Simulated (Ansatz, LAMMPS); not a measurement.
**Electronic structure of Li+ triflate in propylene carbonate and dimethoxyethane at 290 K (166 atoms)**

Aim: energy, forces, charges and density of states of Li+ triflate in propylene carbonate and dimethoxyethane at 290 K (166 atoms) at a fixed geometry.

Calculated with Ansatz 0.2.0; Kohn-Sham DFT, LDA, PAW (set soft_2), plane waves.

## 1. The starting structure

The cell holds 166 atoms: 42 C, 30 O, 84 H, 2 S, 6 F and 2 Li. Cell: a = 12.204 Å, b = 12.204 Å, c = 12.204 Å, α = 90.0°, β = 90.0°, γ = 90.0°. 4 propylene carbonate, 6 dimethoxyethane, 2 Li+, 2 triflate placed at random, at 1.15 g/cm³; overlaps pushed apart, then 10 ps at 550 K with Joung-Cheatham ions (J. Phys. Chem. B 112, 9020 (2008)); MMFF94 bonds, angles, torsions, charges and radii (Halgren, J. Comput. Chem. 17, 490 (1996)) in harmonic and 12-6 forms; charges of ions scaled by 0.8. Snapshot after 30 ps at 290 K and fixed volume.

What the set-up can't give: The network of contacts between molecules at the start is that of the classical potential that made the cell, and needn't be the one that DFT or experiment would give. The functional has no dispersion term, which matters for the binding between molecules or layers, where LDA binds through overlap of densities alone. The density was typed from a rule of thumb and may lie off the real one at this temperature. The Brillouin zone is sampled at Γ only, in a cell whose shortest periodic width is 12 Å.

## 2. The classical run that made the cell

A classical potential supplies the starting structure, since it reaches far longer times than DFT.

This step: classical MD, Joung-Cheatham ions (J. Phys. Chem. B 112, 9020 (2008)); MMFF94 bonds, angles, torsions, charges and radii (Halgren, J. Comput. Chem. 17, 490 (1996)) in harmonic and 12-6 forms; charges of ions scaled by 0.8 (LAMMPS 22 Jul 2025 - Update 4).

The input, in.lmp:

```
# Li+ triflate in propylene carbonate and dimethoxyethane
units real
atom_style full
boundary p p p
bond_style harmonic
angle_style harmonic
dihedral_style opls
improper_style harmonic
special_bonds lj 0 0 0.5 coul 0 0 0.75
read_data data.lmp
neigh_modify delay 0 every 1 check yes one 4000
comm_modify cutoff 12.0
timestep 0.5
thermo_style custom step time temp pe press density
thermo_modify norm yes
# push overlapping molecules apart
pair_style soft 2.6
pair_coeff * * 0.0
variable a equal ramp(1,60)
fix ad all adapt 1 pair soft a * * v_a
velocity all create 550 849355 mom yes dist gaussian
fix lim all nve/limit 0.03
fix lan all langevin 550 550 50 849356 zero yes
thermo 1000
run 3000 post no
unfix ad
pair_style lj/cut/coul/long 9.0
pair_modify mix arithmetic tail yes
pair_coeff 1 1 0.0678 3.3680   # C
pair_coeff 2 2 0.0763 3.0430   # O
pair_coeff 3 3 0.0216 2.5400   # H
pair_coeff 4 4 0.0678 3.4070   # C
pair_coeff 5 5 0.0763 2.9870   # O
pair_coeff 6 6 0.0763 3.0960   # O
# [... 21 lines left out ...]
compute msd all msd com yes
thermo 7500
fix md all nvt temp 290 290 100
run 30000 post no
print "== T290: mean square displacement over the hold $(c_msd[4]:%.2f) A^2"
unfix md
uncompute msd
write_dump all custom T290.dump id type xs ys zs modify sort id
```

The run is started by

```
$ lmp -in in.lmp -log none -nocite
```

What it wrote:

```text
LAMMPS (22 Jul 2025 - Update 4)
Reading data file ...
  orthogonal box = (0 0 0) to (12.20435 12.20435 12.20435)
  166 atoms
  orthogonal box = (0 0 0) to (12.20435 12.20435 12.20435)
  156 bonds
  272 angles
  256 dihedrals
  4 impropers
WARNING: Bond/angle/dihedral extent > half of periodic box length
   Step          Time           Temp          PotEng         Press         Density
         0   0              550            0.94292242    -1943.1311      1.1520006
      1000   500            469.7791       2.1749609      18472.031      1.1520006
      2000   1000           536.73965      2.0427085      19901.657      1.1520006
      3000   1500           493.49784      1.9687153      15020.026      1.1520006
Loop time of 0.247257 s on 1 MPI rank(s) for 3000 steps with 166 atoms
PPPM initialization ...
WARNING: System is not charge neutral, net charge = -0.00016
  G vector (1/distance) = 0.3053724
  grid = 8 8 8
  estimated relative force accuracy = 1.8263587e-05
   Step          Time           Temp          PotEng         Press         Density
      3000   1500           493.49784      2.1939057     -2960.7702      1.1520006
      3100   1550           493.49784      0.24831455     6298.4016      1.1520006
      3200   1600           493.49784      0.0051318003   3938.986       1.1520006
[... 10 lines left out ...]
   Step          Time           Temp          PotEng         Press         Density
         0   0              550           -0.068111147    4802.1748      1.1520006
      1000   500            441.54373      1.303004       8592.4133      1.1520006
      2000   1000           471.79795      1.3083656      5412.4888      1.1520006
WARNING: Bond/angle/dihedral extent > half of periodic box length
Loop time of 0.758104 s on 1 MPI rank(s) for 2000 steps with 166 atoms
WARNING: Bond/angle/dihedral extent > half of periodic box length
   Step          Time           Temp          PotEng         Press         Density
      2000   1000           471.79795      1.3083656      5412.4888      1.1520006
[... 5 lines left out ...]
Loop time of 4.13185 s on 1 MPI rank(s) for 10000 steps with 166 atoms
   Step          Time           Temp          PotEng         Press         Density
[... 4 lines left out ...]
Loop time of 2.00192 s on 1 MPI rank(s) for 5000 steps with 166 atoms
   Step          Time           Temp          PotEng         Press         Density
[... 2 lines left out ...]
     30000   29000          304.11342      0.38461499     7983.0084      1.1520006
     37500   36500          285.35015      0.42296159    -2884.2071      1.1520006
     45000   44000          285.63824      0.48091756     3916.087       1.1520006
     47000   46000          268.37538      0.38736597    -3387.9179      1.1520006
Loop time of 11.4809 s on 1 MPI rank(s) for 30000 steps with 166 atoms
== T290: mean square displacement over the hold 8.78 A^2
```

It took 19 s on 1 thread of AMD EPYC 9R45, shared host; peak memory 0.12 GiB.

The input also reads data.lmp (atoms, bonds and types; not printed here).

## 3. Plane-wave single point

One self-consistent run at the given positions yields energy and forces.

The input, input.yaml:

```yaml
crystal:
  lattice:
    - [12.20435, 0.0, 0.0]
    - [0.0, 12.20435, 0.0]
    - [0.0, 0.0, 12.20435]
  atoms:
    - { symbol: C, position: [0.42602, 0.88567, 0.5498] }
    - { symbol: O, position: [0.53808, 0.86346, 0.56133] }
    - { symbol: C, position: [0.55169, 0.76407, 0.62467] }
    - { symbol: C, position: [0.65893, 0.71297, 0.59016] }
    - { symbol: O, position: [0.74035, 0.78543, 0.62428] }
    - { symbol: C, position: [0.84601, 0.73632, 0.61582] }
    - { symbol: H, position: [0.38311, 0.89053, 0.62426] }
    - { symbol: H, position: [0.3875, 0.82302, 0.49585] }
    - { symbol: H, position: [0.42279, 0.96728, 0.5133] }
    - { symbol: H, position: [0.48518, 0.6989, 0.60848] }
    - { symbol: H, position: [0.54807, 0.77787, 0.71172] }
    - { symbol: H, position: [0.66708, 0.70081, 0.50458] }
    - { symbol: H, position: [0.67445, 0.6344, 0.62963] }
    - { symbol: H, position: [0.87526, 0.75088, 0.53425] }
    - { symbol: H, position: [0.83513, 0.65484, 0.63438] }
    - { symbol: H, position: [0.90034, 0.77786, 0.67354] }
    - { symbol: C, position: [0.83932, 0.9448, 0.32077] }
    - { symbol: O, position: [0.81017, 0.9404, 0.43678] }
    - { symbol: C, position: [0.85325, 0.04031, 0.48888] }
    - { symbol: C, position: [0.80155, 0.06329, 0.59759] }
    - { symbol: O, position: [0.68654, 0.04241, 0.59765] }
    - { symbol: C, position: [0.63725, 0.09141, 0.69169] }
    - { symbol: H, position: [0.80084, 0.01383, 0.27674] }
    - { symbol: H, position: [0.81688, 0.86492, 0.28175] }
    - { symbol: H, position: [0.92679, 0.95072, 0.31914] }
    - { symbol: H, position: [0.84144, 0.1172, 0.43751] }
    - { symbol: H, position: [0.94306, 0.03869, 0.50113] }
    - { symbol: H, position: [0.81145, 0.14828, 0.61929] }
    - { symbol: H, position: [0.83458, 0.00828, 0.66261] }
    - { symbol: H, position: [0.66934, 0.05245, 0.76126] }
    - { symbol: H, position: [0.55137, 0.07138, 0.69588] }
    - { symbol: H, position: [0.63966, 0.1769, 0.69452] }
    [... 128 atom lines left out ...]
    - { symbol: C, position: [0.77554, 0.38286, 0.24629] }
    - { symbol: F, position: [0.76315, 0.47677, 0.18401] }
    - { symbol: F, position: [0.68022, 0.32513, 0.24824] }
    - { symbol: F, position: [0.84742, 0.32063, 0.18696] }
    - { symbol: Li, position: [0.34093, 0.39329, 0.63705] }
    - { symbol: Li, position: [0.69089, 0.9017, 0.5165] }
kpoints:
  mp_grid: { grid: [1, 1, 1] }
hamiltonian:
  xc: lda
scf:
  occupations: { method: gaussian, width: 0.025 }
output:
  forces: true
  stress: true
  populations: intrinsic
  dos:
    method: { smearing: { sigma: 0.1 } }
    de: 0.1
    projected: { site_lists: { C: [C], F: [F], H: [H], Li: [Li], O: [O] } }
  eigenvalues: true
  write_density: true
  write_potential: true
  volumetric_format: npy
```

The run is started by

```
$ ansatz run input.yaml --threads 8 --pin off --max-ram 15872MiB --backend cpu --events-out ev --progress --plain --runs-dir out
```

What it wrote:

```text
Engine: ansatz 0.2.0, x86_64-unknown-linux-gnu
Pseudopotentials: kind: paw
Pseudopotential: C, paw, valence charge 4, recommended cutoff 420 eV (normal), C.paw.azcp
Pseudopotential: O, paw, valence charge 6, recommended cutoff 420 eV (normal), O.paw.azcp
Pseudopotential: H, paw, valence charge 1, recommended cutoff 420 eV (normal), H.paw.azcp
Pseudopotential: S, paw, valence charge 6, recommended cutoff 420 eV (normal), S.paw.azcp
Pseudopotential: F, paw, valence charge 7, recommended cutoff 420 eV (normal), F.paw.azcp
Pseudopotential: Li, paw, valence charge 3, recommended cutoff 420 eV (normal), Li.paw.azcp
[... 3 lines on functional and potentials left out ...]
Crystal: 166 atoms, lattice volume = 1817.791 Å³
Basis set: ecut = 420 eV, 35513 PW (Γ)
Bands: 412, of which v1, the nominal top of the filled ones, is band 246 counted from 1 (245 counted from 0)
Symmetry: 1 space group operations
Space group: P1 (ITA 1), of the structure as read, at distance tolerance 1.2e-4 Å
k-points: 1
[... 17 lines on functional and potentials left out ...]
Initial density: superposition of atomic densities (neutral atoms: chi_scale 0, normalization atom), corrected by the library's trained network
Initial wavefunctions: pseudopotential atomic-orbital guess
Functional: x = slater, c = lda
SCF iter   1: F=—  HF=-35060.434905 eV  |F-HF|=—  |Δ(HF+E_count)|=         —  Δρ=1.01e-2  dr2=1.46e0  ethr=1.77e-3  ⟨swp⟩=6.0  Hψ=1774  notcnv=0  defer=141
preconditioner: auto → Resta (q_TF=auto, 2.194 Å⁻¹)  ε∞=2.4  [insulator: Δε(μ)=4.229 eV  Ē_g=15.664 eV  σ=0.025 eV  W_gap=1.00  n_scr=340 (ndim 8)  ℏωp=18.8 eV  f_vac=0.279  D(μ)=0.00/eV (n_scr^D=0)  ε∞_Penn≈2.4]
SCF iter   2: F=—  HF=-35059.993640 eV  |F-HF|=—  |Δ(HF+E_count)|=   4.41e-1  Δρ=4.17e-3  dr2=2.75e-1  ethr=2.98e-4  ⟨swp⟩=2.0  Hψ=606  notcnv=0  defer=160
SCF iter   3: F=—  HF=-35059.924383 eV  |F-HF|=—  |Δ(HF+E_count)|=   6.93e-2  Δρ=2.03e-3  dr2=7.20e-2  ethr=5.58e-5  ⟨swp⟩=3.0  Hψ=505  notcnv=0  defer=160
SCF iter   4: F=—  HF=-35059.910443 eV  |F-HF|=—  |Δ(HF+E_count)|=   1.39e-2  Δρ=5.98e-4  dr2=7.96e-3  ethr=1.46e-5  ⟨swp⟩=2.0  Hψ=494  notcnv=0  defer=160
SCF iter   5: F=—  HF=-35059.911019 eV  |F-HF|=—  |Δ(HF+E_count)|=   5.76e-4  Δρ=3.34e-4  dr2=2.31e-3  ethr=1.62e-6  ⟨swp⟩=2.0  Hψ=493  notcnv=0  defer=160
SCF iter   6: F=—  HF=-35059.911291 eV  |F-HF|=—  |Δ(HF+E_count)|=   2.72e-4  Δρ=1.46e-4  dr2=4.58e-4  ethr=4.70e-7  ⟨swp⟩=2.0  Hψ=706  notcnv=0  defer=160
SCF iter   7: F=—  HF=-35059.911436 eV  |F-HF|=—  |Δ(HF+E_count)|=   1.45e-4  Δρ=4.25e-5  dr2=4.21e-5  ethr=9.31e-8  ⟨swp⟩=2.0  Hψ=484  notcnv=0  defer=160
SCF iter   8: F=—  HF=-35059.914409 eV  |F-HF|=—  |Δ(HF+E_count)|=   2.97e-3  Δρ=2.51e-5  dr2=1.13e-5  ethr=8.57e-9  ⟨swp⟩=2.0  Hψ=490  notcnv=0  defer=160
SCF iter   9: F=—  HF=-35059.914416 eV  |F-HF|=—  |Δ(HF+E_count)|=   7.21e-6  Δρ=7.88e-6  dr2=1.36e-6  ethr=2.30e-9  ⟨swp⟩=2.0  Hψ=495  notcnv=0  defer=160
SCF iter  10: F=—  HF=-35059.914418 eV  |F-HF|=—  |Δ(HF+E_count)|=   2.08e-6  Δρ=3.68e-6  dr2=3.09e-7  ethr=2.77e-10  ⟨swp⟩=2.0  Hψ=487  notcnv=0  defer=160
SCF iter  11: F=—  HF=-35059.914418 eV  |F-HF|=—  |Δ(HF+E_count)|=   4.63e-7  Δρ=2.38e-6  dr2=1.04e-7  ethr=2.03e-11  ⟨swp⟩=24.0  Hψ=3786  notcnv=0
SCF iter  12: F=-35059.914419 eV  HF=-35059.914419 eV  |F-HF|=1.67e-8  |Δ(HF+E_count)|=   6.64e-8  Δρ=7.08e-7  dr2=1.06e-8  ethr=2.03e-11  ⟨swp⟩=8.0  Hψ=2007  notcnv=0
SCF 1 converged in 12 iterations: F = -35059.914419 eV  dr2 = 1.06e-8
  greatest PAW one-centre occupation: 1.000 electrons in one spin orbital (limit 2), on the Li atom at site 165 (counted from 0), in its partial waves of l = 0
SCF converged after 12 iterations
Free energy (F): -35059.914419 eV
Harris-Foulkes:  -35059.914419 eV  (|F-HF|=1.67e-8)
Internal energy: -35059.914419 eV  (E = F + TS)
E sigma→0 (E₀):  -35059.914419 eV
Fermi energy:    1.382070 eV
--- Per-component energies (eV) ---
  E_band       = -4476.496075
  E_kinetic    = 11695.717062
  E_local      = -44845.903967  (includes V_loc(G=0)·N_el)
  E_nonlocal   = 3265.479173
  E_hartree    = 17165.886737
  E_xc         = -5549.918524
  E_vxc        = -6999.273879  (∫ρ·V_xc dr)
  E_paw        = -10621.253727  (= ΣΔE_a)
  E_vpaw       = -1924.259643  (= ΣTr[D̂ρ^β])
  E_aug_tail   = -0.023769  (compensation charges beyond the density's cutoff)
  E_ewald      = -6176.429919
  E_core_change = 6.532515  (= ΣΔE_core)
  E_smearing   = -0.000000  (= −TS)
  E_closure    = -0.000000  (closes the sum)
  Σ components = -35059.914419   (vs F -35059.914419, Δ=0.00e0)
--- Forces (eV/Å), atoms counted from 1 ---
  atom   1  C      1.18217111     0.09988718    -2.10804126
  atom   2  O     -0.39439710    -1.62605312     1.78636723
  atom   3  C     -0.23483880    -1.12167384    -2.08206024
  atom   4  C     -0.61682711     0.80071206     1.79400773
  atom   5  O      0.80756343     0.65125042     0.21791643
  atom   6  C     -0.75931869     3.14409046     0.16327861
  atom   7  H     -0.82836701    -0.08951541     1.90529613
  atom   8  H     -0.08767420     0.26937353     0.08223391
  atom   9  H     -0.29461617     0.24144870    -0.41733084
  atom  10  H      0.52184411     1.07759356    -0.08245687
  atom  11  H      0.06396784     0.32944356     0.88121434
  atom  12  H     -0.27630981    -0.33166105    -1.77451785
  atom  13  H     -0.33234096    -0.63115914     0.33696654
  atom  14  H      0.57520813    -0.23950916    -1.06773428
[...]
atom 165  Li     0.08370140    -0.27355182    -0.22126345
  atom 166  Li    -0.87613896     0.00846231     0.01682801
  max |Σ_I F_I| component: 1.16e-4 eV/Å
--- Stress (GPa, compression-positive) ---
       -0.297565      -0.263483      -0.140502
       -0.263483      -1.767230       0.134176
       -0.140502       0.134176      -1.271951
  P = ⅓ Tr σ = -1.1122 GPa (-11.122 kbar)
--- Band table (eV) ---
  k-point 0: bands = ["-42.8036", "-42.6473", "-27.9830", "-27.5868", [... 396 levels ...], "10.3877", "10.4185", "10.4351", "10.5253", "10.5332", "10.5802", "10.5956", "10.6548", "10.6637", "10.7380", "10.7437", "10.7819"]
--- intrinsic populations: 166 sites ---
  site symbol       q [e]
     0      C      4.3284
     1      O      6.3852
     2      C      4.1463
[...]
165     Li      2.2606
  spilling = -0.000000 (of n_electrons = 492.000000)
```

Elapsed: 8.2 s, on 8 threads of AMD EPYC 9R45, shared host; peak memory 2.4 GiB.

Reading the cycles: dr2 is the Hartree energy of the density residual (eV), the measure of convergence; HF is the Harris–Foulkes estimate of the energy, which meets the free energy F at convergence.

The run gave:

- free energy: -35059.9144 eV
- free energy per atom: -211.2043 eV/atom
- SCF cycles: 12
- pressure: -1.112 GPa
- r.m.s. force component: 0.9846 eV/Å
- longest force: 4.658 eV/Å
- Fermi energy: 1.382 eV
- gap (highest filled to lowest empty level): 3.962 eV

Neighbours are counted within 1.34 Å (H-C), 1.85 Å (C-C), 1.73 Å (C-O), 1.62 Å (C-F), 2.21 Å (C-S), 2.58 Å (O-Li), 1.88 Å (O-S).

Length of the force by element and coordination:

```
element  coordination  atoms  mean length of the force (eV/Å)  spread  least   most
      C           all     42                             2.22   0.934  0.441   4.66
      C             3      4                             2.61    1.39  0.441   4.31
      C             4     38                             2.17   0.862  0.652   4.66
      F           all      6                             1.61   0.502  0.955   2.33
      H           all     84                             1.03   0.572  0.223   2.90
     Li           all      2                            0.619   0.257  0.362  0.876
      O           all     30                             1.55   0.773  0.415   3.10
      O             1      7                             1.25   0.557  0.584   2.39
      O             2     16                             1.63   0.870  0.415   3.10
      O             3      7                             1.67   0.636  0.866   2.58
      S           all      2                             2.77   0.564   2.20   3.33
```

Intrinsic-atomic-orbital charges by element and coordination:

```
element  coordination  atoms  mean charge (e)  spread   least    most
      C           all     42           -0.115   0.331  -0.573   0.644
      C             3      4            0.634   0.006   0.628   0.644
      C             4     38           -0.194   0.236  -0.573   0.533
      F           all      6           -0.266   0.009  -0.283  -0.256
      H           all     84            0.183  0.0181   0.133   0.214
     Li           all      2            0.734  0.0053   0.729   0.739
      O           all     30           -0.496   0.230  -0.964  -0.276
      O             1      7           -0.806   0.216  -0.961  -0.449
      O             2     16           -0.402   0.155  -0.964  -0.276
      O             3      7           -0.403  0.0123  -0.425  -0.385
      S           all      2             2.23  0.0166    2.21    2.25
```

States in the cell by windows of 1 eV, zero at the Fermi level; the larger projections on atomic orbitals stand beside the total:

```
from (eV)  to (eV)  total   C p   O p  H s  F p  C s
      -14      -13   18.7   2.1   4.0  4.5  0.0  7.2
      -13      -12   21.3   4.4   3.2  4.3  1.3  5.1
      -12      -11   23.6   6.0   3.8  3.3  4.2  3.4
      -11      -10    7.0   2.3   1.4  0.7  1.7  0.3
      -10       -9   27.4  11.0   8.3  3.9  0.7  0.8
       -9       -8   39.3  17.3  10.7  5.9  2.7  1.1
       -8       -7   61.7  18.9  20.0  7.5  9.3  0.6
       -7       -6   51.2  19.6  11.3  9.3  8.9  0.5
       -6       -5   37.1  17.8   7.5  9.7  0.8  0.2
       -5       -4   37.2   9.2  20.1  5.7  0.2  0.2
       -4       -3   36.1   4.9  25.8  3.0  0.7  0.4
       -3       -2   24.7   1.9  18.4  3.8  0.0  0.1
       -2       -1    1.6   0.2   1.1  0.2  0.0  0.0
       -1        1    0.0   0.0   0.0  0.0  0.0  0.0
        1        2    0.8   0.4   0.3  0.0  0.0  0.0
        2        3   17.6   5.7   3.1  3.3  0.0  1.4
        3        4   35.4   8.8   2.1  7.3  1.0  3.0
        4        5   39.3   8.7   2.1  9.0  0.4  3.0
```

Between -26 and -14 eV lie 85 more states.

The stored curve holds about 472 of the 492 electrons; the rest, give or take the few that broadening carries across the Fermi level, lie in deeper levels below its range.

Not all projections were asked for or kept, so they needn't add up to the total.

The levels nearest the highest filled one (over half full), pooled over k-points and spins:

```
level less the highest filled one (eV)  occupation
                                -0.504           2
                                -0.438           2
                                -0.417           2
                                -0.335           2
                                -0.317           2
                                     0           2
                                  3.96           0
                                  4.18           0
                                  4.27           0
                                  4.47           0
                                  4.51           0
                                  4.65           0
```

Electrostatic potential energy in the bc plane at fractional x = 0.350, with atoms of H and C and O and F and Li within 0.2 Å of it. With pseudopotentials it is smooth inside the atoms' cores, unlike the true potential.

Ten even steps from '0' (-39 eV) to '9' (6 eV), each cell a mean:
```
8899999999999984002237999999866766
6777558999999972003789999999832411
6564003899999987447899999999988744
8776215899999998877789999999999988
9886201589999999866789999999999999
9865100113899999401699999999999999
9623545313899998200599999999999999
9856899989986568756999999999999999
9999999999984137999999999999987899
9999999999986568999999999999987899
9999996689999999999999999999988899
9999983389999999989999999998888999
9999998899999999865689999998899999
9999999999999999710058999999999999
9999999988999998631268899999999999
9998547888679997247889999999999999
9997327898789998789999999999999999
9998657899999999999999999999999999
9987201689999999999999999999999999
9832201689999999999999999999999999
9855777899999999999999999999999999
9999999999999999999999999999999999
9999999999999999996347999999999999
9999999999999998771004999999999999
```
Columns run along b (12.2 Å; values clipped at the 3rd and 97th percentile), rows up along c (12.2 Å). Atoms in or near the plane, at fractional coordinates: H at (0.20, 0.52), H at (0.08, 0.17), C at (0.54, 0.42), H at (0.48, 0.35), C at (0.16, 0.78), H at (0.88, 0.94), O at (0.52, 0.73), C at (0.49, 0.94), F at (0.58, 0.01), Li at (0.39, 0.64).

(Part 1 of 2 ends here.)

[Logs are printed without paths, hosts, clocks, repeated set-up lines and the standing remarks that a program may print on its own settings, such as how far it seeks lower states.]

[Hosts, paths, dates, database ids (printed as entryN), source tags and the programs' standing remarks are cut or masked in the printed files.]

[The MMFF94 radii named for the starting cell were scaled by 0.96; in molecules described by MMFF94, hydrogen bound to N, O or S took a small fixed 12-6 site in their place.]
